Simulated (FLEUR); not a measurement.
# Magnetic state of MnSe from several starts

Aim: find out whether MnSe carries moments, and which collinear order costs least.

Calculated with FLEUR MaX-R8.1; PBEsol; all-electron FLAPW, Dirac cores, scalar-relativistic bands.

Most raw output is cut from this account.

The database entry behind the starting cell is an old determination (1938), so it need not match the best structure at ambient conditions.

### 1. The structure

Symmetry: F-43m, No. 216, cubic system. Conventional cell: a = 5.820 Å, b = 5.820 Å, c = 5.820 Å, α = 90.00°, β = 90.00°, γ = 90.00°. Mn has 4 Se at 2.52 Å nearest. Se has 4 Mn at 2.52 Å nearest. Farther neighbours and most contacts between anions are not listed.

Structure file:

```xyz
2
Lattice="0.0000 2.9100 2.9100 2.9100 0.0000 2.9100 2.9100 2.9100 0.0000" Properties=species:S:1:pos:R:3 pbc="T T T"
Mn    0.0000    0.0000    0.0000
Se    1.4550    1.4550    1.4550
```

### 2. Order 1, typed as ferro +

The parallel start is the test of whether parallel moments hold.

inpgen writes inp.xml from crystal.txt; cutoffs, mixing, functional, smearing and local orbitals are then set in the file. The k list default-1 (kpts.xml, not shown) is a Γ-centred 6×6×6 mesh; where the ranks do not divide the number of points, some are split in two of half the weight.

Input file inp.xml:

```
<?xml version="1.0" encoding="UTF-8" standalone="no"?>
<fleurInput fleurInputVersion="0.39">
   <comment>
      MnSe
   </comment>
   <calculationSetup>
      <cutoffs Kmax="3.6" Gmax="10.8" GmaxXC="10.8" numbands="0"/>
      <scfLoop itmax="90" minDistance="0.00002" maxIterBroyd="15" imix="Anderson" alpha="0.05" precondParam="0.0" spinf="2.0" sdNocoIR="T"/>
      <coreElectrons ctail="T" frcor="F" kcrel="0" coretail_lmax="0"/>
      <xcFunctional name="PBEs" relativisticCorrections="F"/>
      <magnetism jspins="2"/>
      <soc l_soc="F" theta="0.0" phi="0.0" spav="F"/>
      <expertModes spex="0" secvar="F"/>
      <geometryOptimization l_f="F" forcealpha="1.0" forcemix="BFGS" epsdisp="0.00001" epsforce="0.00001"/>
      <ldaU l_linMix="F" mixParam="0.05" spinf="1.0"/>
   </calculationSetup>
   <cell>
      <bzIntegration valenceElectrons="31.0" mode="hist" fermiSmearingEnergy="0.00293995">
         <kPointListSelection listName="default-1"/>
         <xi:include xmlns:xi="http://www.w3.org/2001/XInclude" href="kpts.xml"> </xi:include>
      </bzIntegration>
      <xi:include xmlns:xi="http://www.w3.org/2001/XInclude" href="sym.xml"> </xi:include>
      <bulkLattice scale="1.0">
         <bravaisMatrix>
            <row-1>    0.0000000000000000     5.4991030225859996     5.4991030225859996</row-1>
            <row-2>    5.4991030225859996     0.0000000000000000     5.4991030225859996</row-2>
            <row-3>    5.4991030225859996     5.4991030225859996     0.0000000000000000</row-3>
         </bravaisMatrix>
      </bulkLattice>
   </cell>
   <atomSpecies>
      <species name="Manganese 4.500" element="Mn" atomicNumber="25">
         <mtSphere radius="2.32" gridPoints="767" logIncrement="0.016"/>
         <atomicCutoffs lmax="8" lnonsphr="6"/>
         <electronConfig flipSpins="F">
            <coreConfig>(1s1/2) (2s1/2) (2p1/2) (2p3/2)</coreConfig>
            <valenceConfig>(3s1/2) (3p1/2) (3p3/2) (4s1/2) (3d3/2) (3d5/2)</valenceConfig>
            <stateOccupation state="(3d3/2)" spinUp="1.75" spinDown="0.25"/>
            <stateOccupation state="(3d5/2)" spinUp="3.0" spinDown="0.0"/>
         </electronConfig>
         <energyParameters s="4" p="4" d="3" f="4"/>
         <lo type="SCLO" l="0" n="3" eDeriv="0"/>
         <lo type="SCLO" l="1" n="3" eDeriv="0"/>
      </species>
      <species name="Selenium (Se)" element="Se" atomicNumber="34">
         <mtSphere radius="2.32" gridPoints="767" logIncrement="0.016"/>
         <atomicCutoffs lmax="8" lnonsphr="6"/>
         <electronConfig flipSpins="F">
            <coreConfig>(1s1/2) (2s1/2) (2p1/2) (2p3/2) (3s1/2) (3p1/2) (3p3/2)</coreConfig>
            <valenceConfig>(4s1/2) (3d3/2) (3d5/2) (4p1/2) (4p3/2)</valenceConfig>
            <stateOccupation state="(4p1/2)" spinUp="0.666667" spinDown="0.666667"/>
            <stateOccupation state="(4p3/2)" spinUp="1.333333" spinDown="1.333333"/>
         </electronConfig>
         <energyParameters s="4" p="4" d="3" f="4"/>
      </species>
   </atomSpecies>
   <atomGroups>
      <atomGroup species="Manganese 4.500">
         <relPos label="                   1">.0000000000 .0000000000 .0000000000</relPos>
         <force calculate="T" relaxXYZ="TTT"/>
      </atomGroup>
      <atomGroup species="Selenium (Se)">
         <relPos label="                   2">1.000/4.000 1.000/4.000 1.000/4.000</relPos>
         <force calculate="T" relaxXYZ="TTT"/>
      </atomGroup>
   </atomGroups>
   <output dos="F" band="F" slice="F">
      <bandDOS minEnergy="-.5*Htr" maxEnergy="0.5*Htr" sigma="0.015" storeEVData="T"/>
      <plotting iplot="0" polar="F">
         <plot TwoD="T" vec1="  1.0  0.0  0.0" vec2="  0.0  1.0  0.0" vec3="  0.0  0.0  1.0" zero="  0.0  0.0  0.0" file="plot"/>
      </plotting>
      <moessbauerParams electricFieldGradient="F" isomerShift="F" coreHyperfine="F" valenceHyperfine="F"/>
   </output>
</fleurInput>
```

Input file crystal.txt:

```
MnSe
&input film=F cartesian=F /
0.00000000000  2.91000000000  2.91000000000
2.91000000000  0.00000000000  2.91000000000
2.91000000000  2.91000000000  0.00000000000
1.8897261246
1.0 1.0 1.0

2
25 0.00000000000  0.00000000000  0.00000000000 : 4.500
34 0.25000000000  0.25000000000  0.25000000000

&kpt div1=6 div2=6 div3=6 gamma=T /
```

Launch:

```sh
$ OMP_NUM_THREADS=1 inpgen -f crystal.txt > inpgen.log  # inp.xml is then edited as shown
$ OMP_NUM_THREADS=1 mpirun -n 4 fleur_MPI > fleur.log
```

Run time: 9.5 s. Hardware: 4 MPI ranks of Arm Neoverse V2, shared host; peak memory 0.2 GiB.

This step gave:

| Property | Result |
| --- | --- |
| free energy | -97583.7033 eV |
| program's band gap on this mesh (in a metal only a level spacing) | 0.001094 eV |
| magnetization | 4.936 μB |
| final state | ferromagnetic |
| largest moment | 4.374 μB |

After 18 cycles the largest moment stands at 4.37 μB.

### 3. Order 2, typed as antiferro q=(0,0,1/2) +-

An opposed order shows whether neighbours prefer unlike signs.

The cell is doubled to 4 atoms to hold this order. The mesh is halved along the doubled vector, so that both cells sample the same points. The k list default-1 (kpts.xml, not shown) is a Γ-centred 6×6×3 mesh.

inp.xml, as its differences from that of step 2:

```diff
@@ -17,3 +17,3 @@
    <cell>
-      <bzIntegration valenceElectrons="31.0" mode="hist" fermiSmearingEnergy="0.00293995">
+      <bzIntegration valenceElectrons="62.0" mode="hist" fermiSmearingEnergy="0.00293995">
          <kPointListSelection listName="default-1"/>
@@ -26,3 +26,3 @@
             <row-2>    5.4991030225859996     0.0000000000000000     5.4991030225859996</row-2>
-            <row-3>    5.4991030225859996     5.4991030225859996     0.0000000000000000</row-3>
+            <row-3>   10.9982060451719992    10.9982060451719992     0.0000000000000000</row-3>
          </bravaisMatrix>
@@ -39,2 +39,15 @@
             <stateOccupation state="(3d5/2)" spinUp="3.0" spinDown="0.0"/>
+         </electronConfig>
+         <energyParameters s="4" p="4" d="3" f="4"/>
+         <lo type="SCLO" l="0" n="3" eDeriv="0"/>
+         <lo type="SCLO" l="1" n="3" eDeriv="0"/>
+      </species>
+      <species name="Manganese -4.500" element="Mn" atomicNumber="25">
+         <mtSphere radius="2.32" gridPoints="767" logIncrement="0.016"/>
+         <atomicCutoffs lmax="8" lnonsphr="6"/>
+         <electronConfig flipSpins="F">
+            <coreConfig>(1s1/2) (2s1/2) (2p1/2) (2p3/2)</coreConfig>
+            <valenceConfig>(3s1/2) (3p1/2) (3p3/2) (4s1/2) (3d3/2) (3d5/2)</valenceConfig>
+            <stateOccupation state="(3d3/2)" spinUp="0.25" spinDown="1.75"/>
+            <stateOccupation state="(3d5/2)" spinUp="0.0" spinDown="3.0"/>
          </electronConfig>
@@ -61,4 +74,12 @@
       </atomGroup>
+      <atomGroup species="Manganese -4.500">
+         <relPos label="                   2">.0000000000 .0000000000 1.000/2.000</relPos>
+         <force calculate="T" relaxXYZ="TTT"/>
+      </atomGroup>
       <atomGroup species="Selenium (Se)">
-         <relPos label="                   2">1.000/4.000 1.000/4.000 1.000/4.000</relPos>
+         <relPos label="                   3">1.000/4.000 1.000/4.000 1.000/8.000</relPos>
+         <force calculate="T" relaxXYZ="TTT"/>
+      </atomGroup>
+      <atomGroup species="Selenium (Se)">
+         <relPos label="                   4">1.000/4.000 1.000/4.000 -3.000/8.000</relPos>
          <force calculate="T" relaxXYZ="TTT"/>
```

Input file crystal.txt:

```
MnSe
&input film=F cartesian=F /
0.00000000000  2.91000000000  2.91000000000
2.91000000000  0.00000000000  2.91000000000
5.82000000000  5.82000000000  0.00000000000
1.8897261246
1.0 1.0 1.0

4
25 0.00000000000  0.00000000000  0.00000000000 : 4.500
25 0.00000000000  0.00000000000  0.50000000000 : -4.500
34 0.25000000000  0.25000000000  0.12500000000
34 0.25000000000  0.25000000000  0.62500000000

&kpt div1=6 div2=6 div3=3 gamma=T /
```

Run time: 81 s. Hardware: 4 MPI ranks; peak memory 0.5 GiB; 5.4 min of CPU time.

Spin moment in the muffin-tin sphere by atom:

```csv
atom,spin moment in the muffin-tin sphere (μB)
Mn1,4.24
Mn2,-4.24
Se3,0.04
Se4,-0.04
```

Read from the output:

```
free energy                                                       : -195167.7395 eV
program's band gap on this mesh (in a metal only a level spacing) : 0.9153 eV
magnetization                                                     : 0 μB
final state                                                       : antiferromagnetic
```

It lies 166 meV a seeded atom under the first start, and its largest moment is 4.24 μB against 4.37 μB.

### 4. Start 3: antiferro q=(0,1/2,1/2) +-

The cell is doubled to 4 atoms to hold this order. The mesh is halved along the doubled vector, so that both cells sample the same points. The k list default-1 (kpts.xml, not shown) is a Γ-centred 6×3×6 mesh.

inp.xml, as its differences from that of step 3:

```diff
@@ -25,4 +25,4 @@
             <row-1>    0.0000000000000000     5.4991030225859996     5.4991030225859996</row-1>
-            <row-2>    5.4991030225859996     0.0000000000000000     5.4991030225859996</row-2>
-            <row-3>   10.9982060451719992    10.9982060451719992     0.0000000000000000</row-3>
+            <row-2>   10.9982060451719992     0.0000000000000000    10.9982060451719992</row-2>
+            <row-3>   10.9982060451719992     5.4991030225859996     5.4991030225859996</row-3>
          </bravaisMatrix>
@@ -75,3 +75,3 @@
       <atomGroup species="Manganese -4.500">
-         <relPos label="                   2">.0000000000 .0000000000 1.000/2.000</relPos>
+         <relPos label="                   2">.0000000000 1.000/2.000 .0000000000</relPos>
          <force calculate="T" relaxXYZ="TTT"/>
@@ -79,7 +79,4 @@
       <atomGroup species="Selenium (Se)">
-         <relPos label="                   3">1.000/4.000 1.000/4.000 1.000/8.000</relPos>
-         <force calculate="T" relaxXYZ="TTT"/>
-      </atomGroup>
-      <atomGroup species="Selenium (Se)">
-         <relPos label="                   4">1.000/4.000 1.000/4.000 -3.000/8.000</relPos>
+         <relPos label="                   3">1.000/4.000 .0000000000 1.000/4.000</relPos>
+         <relPos label="                   4">1.000/4.000 1.000/2.000 1.000/4.000</relPos>
          <force calculate="T" relaxXYZ="TTT"/>
```

Input file crystal.txt:

```
MnSe
&input film=F cartesian=F /
0.00000000000  2.91000000000  2.91000000000
5.82000000000  0.00000000000  5.82000000000
5.82000000000  2.91000000000  2.91000000000
1.8897261246
1.0 1.0 1.0

4
25 0.00000000000  0.00000000000  0.00000000000 : 4.500
25 0.00000000000  0.50000000000  0.00000000000 : -4.500
34 0.25000000000  0.00000000000  0.25000000000
34 0.25000000000  0.50000000000  0.25000000000

&kpt div1=6 div2=3 div3=6 gamma=T /
```

Wall time 90 s (4 MPI ranks); peak memory 0.52 GiB; 6 min of CPU time.

Spin moment in the muffin-tin sphere by atom:

```csv
atom,spin moment in the muffin-tin sphere (μB)
Mn1,4.20
Mn2,-4.20
Se3,0.00
Se4,0.00
```

Read from the output:

```yaml
free_energy: -195167.8354 eV
program_s_band_gap_on_this_mesh_in_a_metal_only_a_level_spacing: 1.541 eV
magnetization: 0 μB
final_state: antiferromagnetic
```

It lies 214 meV a seeded atom under the first start, and its largest moment is 4.20 μB against 4.37 μB.

### 5. Order 4, typed as no spin polarisation

A spinless run gives the zero against which the gain from the moments is read.

The k list default-1 (kpts.xml, not shown) is a Γ-centred 6×6×6 mesh.

Input file inp.xml:

```
<?xml version="1.0" encoding="UTF-8" standalone="no"?>
<fleurInput fleurInputVersion="0.39">
   <comment>
      MnSe
   </comment>
   <calculationSetup>
      <cutoffs Kmax="3.6" Gmax="10.8" GmaxXC="10.8" numbands="0"/>
      <scfLoop itmax="90" minDistance="0.00002" maxIterBroyd="15" imix="Anderson" alpha="0.05" precondParam="0.0" spinf="2.0" sdNocoIR="T"/>
      <coreElectrons ctail="T" frcor="F" kcrel="0" coretail_lmax="0"/>
      <xcFunctional name="PBEs" relativisticCorrections="F"/>
      <magnetism jspins="1"/>
      <soc l_soc="F" theta="0.0" phi="0.0" spav="F"/>
      <expertModes spex="0" secvar="F"/>
      <geometryOptimization l_f="F" forcealpha="1.0" forcemix="BFGS" epsdisp="0.00001" epsforce="0.00001"/>
      <ldaU l_linMix="F" mixParam="0.05" spinf="1.0"/>
   </calculationSetup>
   <cell>
      <bzIntegration valenceElectrons="31.0" mode="hist" fermiSmearingEnergy="0.00293995">
         <kPointListSelection listName="default-1"/>
         <xi:include xmlns:xi="http://www.w3.org/2001/XInclude" href="kpts.xml"> </xi:include>
      </bzIntegration>
      <xi:include xmlns:xi="http://www.w3.org/2001/XInclude" href="sym.xml"> </xi:include>
      <bulkLattice scale="1.0">
         <bravaisMatrix>
            <row-1>    0.0000000000000000     5.4991030225859996     5.4991030225859996</row-1>
            <row-2>    5.4991030225859996     0.0000000000000000     5.4991030225859996</row-2>
            <row-3>    5.4991030225859996     5.4991030225859996     0.0000000000000000</row-3>
         </bravaisMatrix>
      </bulkLattice>
   </cell>
   <atomSpecies>
      <species name="Manganese (Mn)" element="Mn" atomicNumber="25">
         <mtSphere radius="2.32" gridPoints="767" logIncrement="0.016"/>
         <atomicCutoffs lmax="8" lnonsphr="6"/>
         <electronConfig flipSpins="F">
            <coreConfig>(1s1/2) (2s1/2) (2p1/2) (2p3/2)</coreConfig>
            <valenceConfig>(3s1/2) (3p1/2) (3p3/2) (4s1/2) (3d3/2) (3d5/2)</valenceConfig>
            <stateOccupation state="(3d3/2)" spinUp="1.000000" spinDown="1.000000"/>
            <stateOccupation state="(3d5/2)" spinUp="1.500000" spinDown="1.500000"/>
         </electronConfig>
         <energyParameters s="4" p="4" d="3" f="4"/>
         <lo type="SCLO" l="0" n="3" eDeriv="0"/>
         <lo type="SCLO" l="1" n="3" eDeriv="0"/>
      </species>
      <species name="Selenium (Se)" element="Se" atomicNumber="34">
         <mtSphere radius="2.32" gridPoints="767" logIncrement="0.016"/>
         <atomicCutoffs lmax="8" lnonsphr="6"/>
         <electronConfig flipSpins="F">
            <coreConfig>(1s1/2) (2s1/2) (2p1/2) (2p3/2) (3s1/2) (3p1/2) (3p3/2)</coreConfig>
            <valenceConfig>(4s1/2) (3d3/2) (3d5/2) (4p1/2) (4p3/2)</valenceConfig>
            <stateOccupation state="(4p1/2)" spinUp="0.666667" spinDown="0.666667"/>
            <stateOccupation state="(4p3/2)" spinUp="1.333333" spinDown="1.333333"/>
         </electronConfig>
         <energyParameters s="4" p="4" d="3" f="4"/>
      </species>
   </atomSpecies>
   <atomGroups>
      <atomGroup species="Manganese (Mn)">
         <relPos label="                   1">.0000000000 .0000000000 .0000000000</relPos>
         <force calculate="T" relaxXYZ="TTT"/>
      </atomGroup>
      <atomGroup species="Selenium (Se)">
         <relPos label="                   2">1.000/4.000 1.000/4.000 1.000/4.000</relPos>
         <force calculate="T" relaxXYZ="TTT"/>
      </atomGroup>
   </atomGroups>
   <output dos="F" band="F" slice="F">
      <bandDOS minEnergy="-.5*Htr" maxEnergy="0.5*Htr" sigma="0.015" storeEVData="T"/>
      <plotting iplot="0" polar="F">
         <plot TwoD="T" vec1="  1.0  0.0  0.0" vec2="  0.0  1.0  0.0" vec3="  0.0  0.0  1.0" zero="  0.0  0.0  0.0" file="plot"/>
      </plotting>
      <moessbauerParams electricFieldGradient="F" isomerShift="F" coreHyperfine="F" valenceHyperfine="F"/>
   </output>
</fleurInput>
```

Input file crystal.txt:

```
MnSe
&input film=F cartesian=F /
0.00000000000  2.91000000000  2.91000000000
2.91000000000  0.00000000000  2.91000000000
2.91000000000  2.91000000000  0.00000000000
1.8897261246
1.0 1.0 1.0

2
25 0.00000000000  0.00000000000  0.00000000000
34 0.25000000000  0.25000000000  0.25000000000

&kpt div1=6 div2=6 div3=6 gamma=T /
```

It took 5.4 s on 4 MPI ranks; peak memory 0.19 GiB; 21 s of CPU time.

This step gave:

* free energy: -97581.7560 eV
* program's band gap on this mesh (in a metal only a level spacing): 0.04716 eV
* final state: non-magnetic (no spin polarisation)

It lies 1947 meV a seeded atom over the first start.

### 6. Ranking

Free energies are divided by the number of seeded atoms, so that cells of unlike size compare. Wavevectors q in the names are fractions of the primitive cell's reciprocal vectors.

Orders:

```csv
start,final state,typed order kept,energy over the lowest (meV a seeded atom),largest sphere moment (μB),net moment (μB a primitive cell),mesh matched,CPU time (s)
ferro +,ferromagnetic,yes,214.4,4.374,4.935,yes,37.88
"antiferro q=(0,0,1/2) +-",antiferromagnetic,yes,47.97,4.24,0,yes,323.4
"antiferro q=(0,1/2,1/2) +-",antiferromagnetic,yes,0,4.199,0,yes,360.8
no spin polarisation,non-magnetic,-,2162,0,0,yes,21.15
```

(Continued in part 2 of 2.)

[Logs and program files are shortened in this print: banners, set-up blocks, solver, clock and traceback lines can be left out without a mark of their own.]

[Logs are printed without paths, hosts, clocks, repeated set-up lines and the standing remarks that a program may print on its own settings, such as how far it seeks lower states.]

[Hosts, paths, dates, database ids (printed as entryN), source tags and the programs' standing remarks are cut or masked in the printed files.]

[Where a cell is said to come from a database of computed structures, the database is the Materials Project.]
